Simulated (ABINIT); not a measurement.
An input for ABINIT 10.8.3 (ZnSe (Stilleite)):

```
acell 3*1.0 Angstrom
rprim 
  -0.000000000000 2.833800000000 2.833800000000
  2.833800000000 -0.000000000000 2.833800000000
  2.833800000000 2.833800000000 0.000000000000
ntypat 2
znucl 30 34
natom 2
typat 1 2
xred 
  0.000000000000 0.000000000000 0.000000000000
  0.250000000000 0.250000000000 0.250000000000
pp_dirpath "pseudos"
pseudos "Zn.upf, Se.upf"
ecut 48
ngkpt 4 4 4
nshiftk 1
shiftk 0 0 0
kptopt 1
chksymbreak 0
istwfk *1
occopt 1
irdwfk 1
optdriver 3
nband 157
ecuteps 7
inclvkb 2
awtr 1
symchi 1
gwcalctyp 2
nfreqre 4
freqremax 40 eV
nfreqim 12
spmeth 0
indata_prefix "in"
outdata_prefix "out"
tmpdata_prefix "tmp"
```

```sh
OMP_NUM_THREADS=1 mpirun -n 8 abinit run.abi > log
```

**Question.** How long will it take on 8 MPI ranks of Arm Neoverse V2, shared host, and how much memory?

It took 3.7 min; on shared hardware allow 1.8 min to 7.4 min. Peak host memory was 2.9 GiB.

[Paths, hosts, dates, memory and timing lines, banners, echoed tables and standing remarks are left out of the program output.]

[Logs are printed without paths, hosts, clocks, repeated set-up lines and the standing remarks that a program may print on its own settings, such as how far it seeks lower states.]

[Runs of the session that timed out or met a known fault of the program may be left out.]

[Hosts, paths, dates, database ids (printed as entryN), source tags and the programs' standing remarks are cut or masked in the printed files.]

[G0W0 gaps are taken among the corrected bands and points alone; a level outside them can change the order at an edge.]

[Where Ansatz stands beside ABINIT at settings called matched, ABINIT's density can come from a denser mesh and the files from another edition; pairs whose starting gaps differed by over 0.03 eV were left out, so agreement reads better than it is.]
